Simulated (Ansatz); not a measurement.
In doubt: masses and optical values from hybrid runs of this build are listed as unsure (in some of the runs), which bears on the screening that GW takes from such a start.

Si3N4 (P6_3/m), computed twice by G0W0.

The structure is hexagonal, space group P6_3/m (No. 176). Conventional cell: a = 7.604 Å, b = 7.604 Å, c = 2.906 Å, α = 90.00°, β = 90.00°, γ = 120.00°. Nearest to Si lie 4 N at 1.73 to 1.74 Å. N has 3 Si at 1.74 Å nearest. Nearest to N lie 3 Si at 1.73 Å. Farther neighbours and most contacts between anions are not listed.

```xyz
14
Lattice="7.6044 0.0000 0.0000 -3.8022 6.5856 0.0000 0.0000 0.0000 2.9063" Properties=species:S:1:pos:R:3 pbc="T T T"
Si    5.1801    1.1496    0.7266
Si    1.5945    5.0609    2.1797
Si    4.0188    3.9113    0.7266
Si   -1.3779    5.4360    2.1797
Si    2.2077    1.5247    0.7266
Si   -0.2166    2.6743    2.1797
N    -1.0237    2.1748    0.7266
N     5.2091    0.2009    2.1797
N     2.4306    4.6116    0.7266
N     4.8259    4.4108    2.1797
N    -1.4069    6.3847    0.7266
N     1.3716    1.9740    2.1797
N     3.8022    2.1952    0.7266
N     0.0000    4.3904    2.1797
```

The cell and positions come from the Crystallography Open Database and are kept as given unless a step says otherwise.

The first (Ansatz 0.2.0; start PBE with 40 % exact exchange, 3×3×4 mesh, 607 empty bands, screening to 150 eV, PAW set soft_1 files; 1 × NVIDIA H100 80GB HBM3 (shared by 6 runs) with 2 threads of AMD EPYC 7R13 (Zen 3), shared host) gave, on its mesh: starting gap 7.98 eV, G0W0 gap 7.41 eV, RPA ε∞ (mean) 3.02, 68 s.

The second gave: starting gap 13.70 eV, G0W0 gap 8.76 eV, RPA ε∞ (mean) 2.26, 67 s.

Q: What was changed in the input? Choose among start, files, mesh, bands and cutoff, frequency model or another key.

Changed: start from PBE with 40 % exact exchange to Hartree-Fock. A jump of this size in the start, with ε∞ moving the other way, marks another functional. Other changes could give like numbers; this is the one that was made.

Limits: not at the basis limit; coarse k mesh.

[Paths, hosts, dates, memory and timing lines, banners, echoed tables and standing remarks are left out of the program output.]

[Logs are printed without paths, hosts, clocks, repeated set-up lines and the standing remarks that a program may print on its own settings, such as how far it seeks lower states.]

[Runs of the session that timed out or met a known fault of the program may be left out.]

[Cells called generated may have been cut or substituted from an entry of the Crystallography Open Database or the Materials Project.]

[Hosts, paths, dates, database ids (printed as entryN), source tags and the programs' standing remarks are cut or masked in the printed files.]
